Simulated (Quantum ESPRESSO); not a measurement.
# Al (Fm-3m): a volume series of phonon spectra, part 3 of 6

Wanted: mode Grüneisen parameters of Al and a free-energy fit over volumes.

Measurements to reproduce:
- volume expansion coefficient 69 1e-6/K and heat capacity C_P per formula unit 24.2 J/mol/K near room temperature (given in “High-Throughput Prediction of Finite-Temperature Properties using the Quasi-Harmonic Approximation”, 2016, arXiv:1603.06924)

Quantum ESPRESSO 7.5; DFT PBEsol, scalar-relativistic, plane waves, PseudoDojo norm-conserving pseudopotentials.

So far. Step 2 (A first coarse run): The start is under -2.1 GPa at this level and looks like a metal on this mesh. Step 3 (Relaxation): After the last step pw.x solved the final cell once more on a basis chosen for it, which moves the energy without moving the atoms.

## Step 4: Self-consistent run

A tight ground state at this cell gives the energy of this member; its pressure is the stress at this cutoff, which can carry an offset from the finite basis.

Input file scf.in:

```
&CONTROL
  calculation = 'scf'
  prefix      = 'x'
  outdir      = './tmp'
  pseudo_dir  = './pseudo'
  tprnfor     = .true.
  tstress     = .true.
/
&SYSTEM
  ibrav       = 0
  nat         = 1
  ntyp        = 1
  ecutwfc     = 40.0
  occupations = 'smearing'
  smearing    = 'mv'
  degauss     = 0.02
/
&ELECTRONS
  conv_thr         = 1.0d-12
  mixing_beta      = 0.7
  electron_maxstep = 100
/
ATOMIC_SPECIES
 Al     26.9815  Al.upf
CELL_PARAMETERS angstrom
     0.000000000    2.006240474    2.006240474
     2.006240474    0.000000000    2.006240474
     2.006240474    2.006240474    0.000000000
ATOMIC_POSITIONS crystal
 Al     0.000000000   0.000000000   0.000000000
K_POINTS automatic
 16 16 16 0 0 0
```

The run is started by

```bash
$ OMP_NUM_THREADS=1 mpirun -n 8 pw.x -nk 8 -in scf.in > scf.out
```

The log of the run:

```text
[banner, memory and clock lines left out]
Program PWSCF v.7.5

     Message from routine setup:
     using ibrav=0 with symmetry is DISCOURAGED, use correct ibrav instead

     G-vector sticks info

     bravais-lattice index     =            0
     lattice parameter (alat)  =       5.3616  a.u.
     unit-cell volume          =     108.9872 (a.u.)^3
     number of atoms/cell      =            1
     number of atomic types    =            1
     number of electrons       =         3.00
     number of Kohn-Sham states=            6
     kinetic-energy cutoff     =      40.0000  Ry
     charge density cutoff     =     160.0000  Ry
     scf convergence threshold =      1.0E-12
     mixing beta               =       0.7000
     number of iterations used =            8  plain     mixing
     Exchange-correlation= PBESOL
                           (   1   4  10   8   0   0   0)

     celldm(1)=   5.361630  celldm(2)=   0.000000  celldm(3)=   0.000000
     celldm(4)=   0.000000  celldm(5)=   0.000000  celldm(6)=   0.000000

     crystal axes: (cart. coord. in units of alat)
               a(1) = (   0.000000   0.707107   0.707107 )
               a(2) = (   0.707107   0.000000   0.707107 )
               a(3) = (   0.707107   0.707107   0.000000 )

     reciprocal axes: (cart. coord. in units 2 pi/alat)
               b(1) = ( -0.707107  0.707107  0.707107 )
               b(2) = (  0.707107 -0.707107  0.707107 )
               b(3) = (  0.707107  0.707107 -0.707107 )

     PseudoPot. # 1 for Al read from file:
     ./pseudo/Al.upf
     Pseudo is Norm-conserving + core correction, Zval =  3.0
     Using radial grid of 1876 points,  6 beta functions with:
                l(1) =   0
                l(2) =   0
                l(3) =   1
                l(4) =   1
                l(5) =   2
                l(6) =   2

     atomic species   valence    mass     pseudopotential
     Al                3.00    26.98150     Al( 1.00)

     48 Sym. Ops., with inversion, found

   Cartesian axes

     site n.     atom                  positions (alat units)
         1        Al     tau(   1) = (   0.0000000   0.0000000   0.0000000  )

     number of k points=   145  Marzari-Vanderbilt smearing, width (Ry)=  0.0200

     Number of k-points >= 100: set verbosity='high' to print them.

     Dense  grid:     3719 G-vectors     FFT dimensions: (  24,  24,  24)

     Initial potential from superposition of free atoms

     starting charge       2.9977, renormalised to       3.0000
     Starting wfcs are    4 randomized atomic wfcs +    2 random wfcs

     per-process dynamical memory:     7.2 Mb

     Self-consistent Calculation

     iteration #  1     ecut=    40.00 Ry     beta= 0.70
     Davidson diagonalization with overlap
     ethr =  1.00E-02,  avg # of iterations =  6.0

     Threshold (ethr) on eigenvalues was too large:
     Diagonalizing with lowered threshold

     Davidson diagonalization with overlap
     ethr =  1.90E-04,  avg # of iterations =  3.4

     total energy              =      -4.64062000 Ry
     estimated scf accuracy    <       0.00561576 Ry

     iteration #  2     ecut=    40.00 Ry     beta= 0.70
     Davidson diagonalization with overlap
     ethr =  1.87E-04,  avg # of iterations =  1.0

     total energy              =      -4.64058615 Ry
     estimated scf accuracy    <       0.00036117 Ry

     iteration #  3     ecut=    40.00 Ry     beta= 0.70
     Davidson diagonalization with overlap
     ethr =  1.20E-05,  avg # of iterations =  3.4

     total energy              =      -4.64060569 Ry
     estimated scf accuracy    <       0.00000054 Ry

     iteration #  4     ecut=    40.00 Ry     beta= 0.70
     Davidson diagonalization with overlap
     ethr =  1.80E-08,  avg # of iterations =  3.4

     total energy              =      -4.64060663 Ry
     estimated scf accuracy    <          5.4E-09 Ry

     iteration #  5     ecut=    40.00 Ry     beta= 0.70
     Davidson diagonalization with overlap
     ethr =  1.79E-10,  avg # of iterations =  2.4

     total energy              =      -4.64060663 Ry
     estimated scf accuracy    <          7.1E-11 Ry

     iteration #  6     ecut=    40.00 Ry     beta= 0.70
     Davidson diagonalization with overlap
     ethr =  2.37E-12,  avg # of iterations =  2.8

     End of self-consistent calculation

     Number of k-points >= 100: set verbosity='high' to print the bands.

     the Fermi energy is     8.1303 ev

!    total energy              =      -4.64060663 Ry
     estimated scf accuracy    <          2.6E-13 Ry
     smearing contrib. (-TS)   =       0.00000075 Ry
     internal energy E=F+TS    =      -4.64060738 Ry

     The total energy is F=E-TS. E is the sum of the following terms:
     one-electron contribution =       2.97042393 Ry
     hartree contribution      =       0.00742494 Ry
     xc contribution           =      -2.17647628 Ry
     ewald contribution        =      -5.44197997 Ry

     convergence has been achieved in   6 iterations

     Forces acting on atoms (cartesian axes, Ry/au):

     atom    1 type  1   force =     0.00000000    0.00000000    0.00000000

     Total force =     0.000000     Total SCF correction =     0.000000

     Computing stress (Cartesian axis) and pressure

          total   stress  (Ry/bohr**3)                   (kbar)     P=       -0.01
  -0.00000007   0.00000000   0.00000000           -0.01        0.00        0.00
   0.00000000  -0.00000007   0.00000000            0.00       -0.01        0.00
   0.00000000   0.00000000  -0.00000007            0.00        0.00       -0.01

     XML data file, charge density, pseudopotentials, collected wavefunctions
```

Wall time 1.4 s (8 MPI ranks of Arm Neoverse V2, shared host); 10 s of CPU time.

On a basis chosen for the relaxed cell the pressure is -0.001 GPa, small enough for phonons.

[end of part 3 of 6]

[Logs are printed without paths, hosts, clocks, repeated set-up lines and the standing remarks that a program may print on its own settings, such as how far it seeks lower states.]

[Hosts, paths, dates, database ids (printed as entryN), source tags and the programs' standing remarks are cut or masked in the printed files.]

[A step with changed settings may run another functional than the one named; its input shows which.]

[Of the runs on displaced cells, only some may be shown.]
